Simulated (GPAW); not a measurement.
Consider Al2Ru (I4/mmm).

```xyz
3
Lattice="-1.5604 1.5604 4.2218 1.5604 -1.5604 4.2218 1.5604 1.5604 -4.2218" Properties=species:S:1:pos:R:3 pbc="T T T"
Ru    0.0000    0.0000    0.0000
Al    0.0000    0.0000    2.8776
Al    0.0000    0.0000    5.5660
```

Absorber: atom 1, with 8 Al at 2.58 Å, 2 Al at 2.88 Å and 4 Ru at 3.12 Å (14-fold, site symmetry 4/mmm). Method: GPAW, LDA, excited-electron core hole (neutral cell), 15-atom cell with 6.5 Å between holes, 4×4×4 k points, dipole transitions, Gaussian full width 2 eV up to 4 eV, rising linearly to 3.5 eV at 25 eV.

**Question.** What does the Ru L₃ edge look like?

Main maxima up to 30 eV above the zero (height): 1.0 eV (1.82), 2.8 eV (1.90), 9.2 eV (1.02) and 19.4 eV (0.62). At an L edge the dipole rule selects empty d (and weakly s) states on the absorber, and the strong line at the onset measures the empty part of its d band. 

The Ru L₃ spectrum (energy from the lowest empty level; intensity scaled to a mean of 1 over the first 20 eV; polarised curves are means over the symmetry-equivalent atoms):

| E (eV) | isotropic | ε ⊥ c | ε ∥ c |
| --- | --- | --- | --- |
| -2.0 | 0.04 | 0.05 | 0.04 |
| -1.0 | 0.46 | 0.48 | 0.42 |
| 0.0 | 1.46 | 1.44 | 1.50 |
| 1.0 | 1.82 | 1.65 | 2.18 |
| 2.0 | 1.81 | 1.60 | 2.25 |
| 3.0 | 1.88 | 1.78 | 2.08 |
| 4.0 | 1.49 | 1.49 | 1.50 |
| 5.0 | 1.18 | 1.25 | 1.05 |
| 6.0 | 1.06 | 1.16 | 0.86 |
| 7.0 | 0.88 | 0.96 | 0.71 |
| 8.0 | 0.88 | 0.91 | 0.82 |
| 9.0 | 1.01 | 0.96 | 1.11 |
| 10.0 | 0.97 | 0.91 | 1.09 |
| 11.0 | 0.84 | 0.81 | 0.89 |
| 12.0 | 0.77 | 0.77 | 0.77 |
| 13.0 | 0.72 | 0.73 | 0.70 |
| 14.0 | 0.68 | 0.70 | 0.63 |
| 15.0 | 0.62 | 0.65 | 0.56 |
| 16.0 | 0.55 | 0.58 | 0.50 |
| 17.0 | 0.54 | 0.55 | 0.52 |
| 18.0 | 0.58 | 0.58 | 0.57 |
| 19.0 | 0.62 | 0.61 | 0.62 |
| 20.0 | 0.62 | 0.61 | 0.62 |
| 21.0 | 0.60 | 0.59 | 0.62 |
| 22.0 | 0.59 | 0.58 | 0.61 |
| 23.0 | 0.57 | 0.57 | 0.57 |
| 24.0 | 0.55 | 0.56 | 0.52 |
| 25.0 | 0.52 | 0.54 | 0.48 |
| 26.0 | 0.50 | 0.51 | 0.47 |
| 27.0 | 0.48 | 0.48 | 0.48 |
| 28.0 | 0.49 | 0.47 | 0.52 |
| 29.0 | 0.52 | 0.49 | 0.58 |
| 30.0 | 0.57 | 0.53 | 0.64 |
| 31.0 | 0.62 | 0.58 | 0.71 |
| 32.0 | 0.67 | 0.62 | 0.76 |

Only the L₃ part is meant: spin–orbit coupling of the core level isn't computed and the L₂ copy isn't added. The script folds with a Gaussian, whereas the core hole's own line is a Lorentzian, so the onset is too steep and the first peak too high. The mesh is coarse (0.32 Å⁻¹ between points), so small maxima may be mesh ripples. Lifetime broadening is put in by hand, and intensities beyond about 20 eV depend on it and on the partial waves; weight that the partial waves miss at high energy is lost. The structure is a computed Materials Project entry and may be a hypothetical form.

[Banner, clock and machine lines of the logs are left out without a mark of their own.]

[Logs are printed without paths, hosts, clocks, repeated set-up lines and the standing remarks that a program may print on its own settings, such as how far it seeks lower states.]

[Hosts, paths, dates, database ids (printed as entryN), source tags and the programs' standing remarks are cut or masked in the printed files.]

[Lists of maxima count a maximum above −3 eV only where it reaches 4 % of the highest in the window and stands out from its surroundings by 2 % of it (1.5 % where it reaches 55 %); shoulders and weaker maxima are passed over, and of the rest the first, up to two pre-edge ones and the few strongest are named.]
